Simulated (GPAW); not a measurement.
**KNiF3: anisotropy with GPAW**

Aim: the anisotropy of KNiF3 from the Kohn–Sham states of one collinear run.

Method: LDA with U = 6 eV on Ni d; plane waves with GPAW's PAW setups, scalar-relativistic, in GPAW 26.7.0.

Most raw output is cut from this account.

The database entry behind the starting cell differs from later determinations by our own check (about 0.35 % short), so it need not match the best structure at ambient conditions.

## 1. The structure

The structure is cubic, space group Pm-3m (No. 221). Conventional cell: a = 4.000 Å, b = 4.000 Å, c = 4.000 Å, α = 90.00°, β = 90.00°, γ = 90.00°. Nearest to K lie 12 F at 2.83 Å. Nearest to Ni lie 6 F at 2.00 Å. Nearest to F lie 2 Ni at 2.00 Å and 4 K at 2.83 Å. Farther neighbours and most contacts between anions are not listed.

The settings of this session are not all sound (see the inputs), so it shows what such settings give, not the properties of the crystal.

## 2. Self-consistent state

All later steps read the density of this run. A Hubbard term is added for the open shell, at a value in common use.

File order1.py:

```python
import json
import numpy as np
from ase import Atoms
from ase.parallel import paropen, parprint
from gpaw import GPAW

atoms = Atoms(['K', 'Ni', 'F', 'F', 'F'],
    cell=[[4.0, 0.0, 0.0],
         [0.0, 4.0, 0.0],
         [0.0, 0.0, 4.0]],
    scaled_positions=[[0.0, 0.0, 0.0],
         [0.5, 0.5, 0.5],
         [0.5, 0.5, 0.0],
         [0.0, 0.5, 0.5],
         [0.5, 0.0, 0.5]],
    pbc=True,
    magmoms=[0.0, 2.0, 0.0, 0.0, 0.0])
atoms.calc = GPAW(mode={'name': 'pw', 'ecut': 700},
    xc='LDA',
    kpts={'size': (6, 6, 6), 'gamma': True},
    occupations={'name': 'fermi-dirac', 'width': 0.05},
    convergence={'density': 0.001, 'energy': 1e-05},
    maxiter=200,
    setups={'Ni': ':d,6.0'},
    symmetry={'tolerance': 1e-4},
    txt='order1.txt')
e = atoms.get_potential_energy(force_consistent=True)
res = {'free_energy': e, 'energy_sigma0': atoms.get_potential_energy(), 'fermi_energy': atoms.calc.get_fermi_level()}
res['moments'] = atoms.get_magnetic_moments().tolist()
res['total'] = atoms.get_magnetic_moment()
parprint('site moments (muB):', np.round(res['moments'], 3))
parprint(f"total moment: {res['total']:.3f} muB")
parprint(f'free energy: {e:.6f} eV')
atoms.calc.write('order1.gpw')
with paropen('results.json', 'w') as f:
    json.dump(res, f)
```

Command:

```sh
$ OMP_NUM_THREADS=1 mpirun -n 2 gpaw python order1.py > order1.log
```

Wall time 22 s (2 MPI ranks of Arm Neoverse V2, shared host); peak memory 0.45 GiB; 43 s of CPU time.

Spin moment in the augmentation sphere by atom:

| atom | spin moment in the augmentation sphere (μB) |
| --- | --- |
| K1 | 0.00 |
| Ni2 | 1.84 |
| F3 | 0.04 |
| F4 | 0.04 |
| F5 | 0.04 |

This step gave:

* magnetization: 2 μB
* final state: ferromagnetic

After 10 cycles the largest moment stands at 1.84 μB.

## 3. States for the response

The steps that follow sum over empty states, which the ground-state run does not converge; 49 states a spin are converged here at the frozen density and written with their wave functions.

It starts from the saved density of the lowest of the states tried.

File nscf.py:

```python
from gpaw import GPAW

calc = GPAW('order1.gpw').fixed_density(
    kpts={'size': (8, 8, 8), 'gamma': True},
    nbands=53,
    convergence={'bands': 49, 'eigenstates': 1e-9},
    eigensolver='ppcg',
    parallel={'domain': 1},
    txt='nscf.txt')
calc.write('nscf.gpw', mode='all')
```

Command:

```sh
$ OMP_NUM_THREADS=1 mpirun -n 2 gpaw python nscf.py > nscf.log
```

Wall time 1.9 min (2 MPI ranks); peak memory 0.62 GiB.

## 4. Magnetocrystalline anisotropy

Spin–orbit coupling is added in the basis of the saved states for each direction of the moments. The change in the band energy is the anisotropy energy, with no new self-consistent run.

File anisotropy.py:

```python
import json
import numpy as np
from ase.parallel import paropen, parprint
from gpaw import GPAW
from gpaw.spinorbit import soc_eigenstates

calc = GPAW('nscf.gpw')
angles = [[0.0, 0.0], [54.7356, 45.0], [90.0, 45.0]]  # theta, phi in degrees
res = {'rows': []}
for scale in [1.0, 0.5, 2.0]:
    e0 = None
    for theta, phi in angles:
        soc = soc_eigenstates(calc, n2=49, scale=scale, theta=theta, phi=phi)
        e = soc.calculate_band_energy()
        e0 = e if e0 is None else e0
        orbital = soc.get_orbital_magnetic_moments()
        res['rows'].append([scale, theta, phi, 1000 * (e - e0), orbital.tolist()])
        parprint(f'scale {scale} theta {theta:6.1f} phi {phi:6.1f}  dE = {1000 * (e - e0):9.4f} meV  |L| =', np.round(np.linalg.norm(orbital, axis=1), 4))
with paropen('results.json', 'w') as f:
    json.dump(res, f)
```

Command:

```sh
$ OMP_NUM_THREADS=1 mpirun -n 2 gpaw python anisotropy.py > anisotropy.log
```

The job ended after 27 s (2 MPI ranks; peak memory 0.9 GiB).

Directions, in the order of the table (indices of the conventional cell): [001]; [111]; [110].

Theta from the Cartesian z axis, phi from x; spin up lies along the direction. Anisotropy, by row:

| spin-orbit scale | theta (degrees) | phi (degrees) | band energy less the first direction's (meV a cell) | orbital moment of atom 2 along the direction (μB) | sum of orbital moments along the direction (μB a cell) |
| --- | --- | --- | --- | --- | --- |
| 1 | 0 | 0 | 0 | 0.05231 | 0.0505 |
| 1 | 54.74 | 45 | 0 | 0.05231 | 0.0505 |
| 1 | 90 | 45 | 0 | 0.05231 | 0.0505 |
| 0.5 | 0 | 0 | 0 | 0.0262 | 0.02529 |
| 0.5 | 54.74 | 45 | 0 | 0.0262 | 0.02529 |
| 0.5 | 90 | 45 | 0 | 0.0262 | 0.02529 |
| 2 | 0 | 0 | 0 | 0.1042 | 0.1006 |
| 2 | 54.74 | 45 | -1.16e-4 | 0.1042 | 0.1006 |
| 2 | 90 | 45 | -8.83e-5 | 0.1042 | 0.1006 |

## 5. What came out

| Property | Result |
| --- | --- |
| state | ferromagnetic |
| largest site moment | 1.84 μB |
| spread of the directions' energies | 0 meV a cell |

What this shows: About the ferromagnetic state the directions differ by 0 meV a cell. No opposed order was compared. So small a difference was not tested against the mesh, and no easy axis is named.

[Logs and program files are shortened in this print: banners, set-up blocks, solver, clock and traceback lines can be left out without a mark of their own.]

[Logs are printed without paths, hosts, clocks, repeated set-up lines and the standing remarks that a program may print on its own settings, such as how far it seeks lower states.]

[Hosts, paths, dates, database ids (printed as entryN), source tags and the programs' standing remarks are cut or masked in the printed files.]

[Where a cell is said to come from a database of computed structures, the database is the Materials Project.]
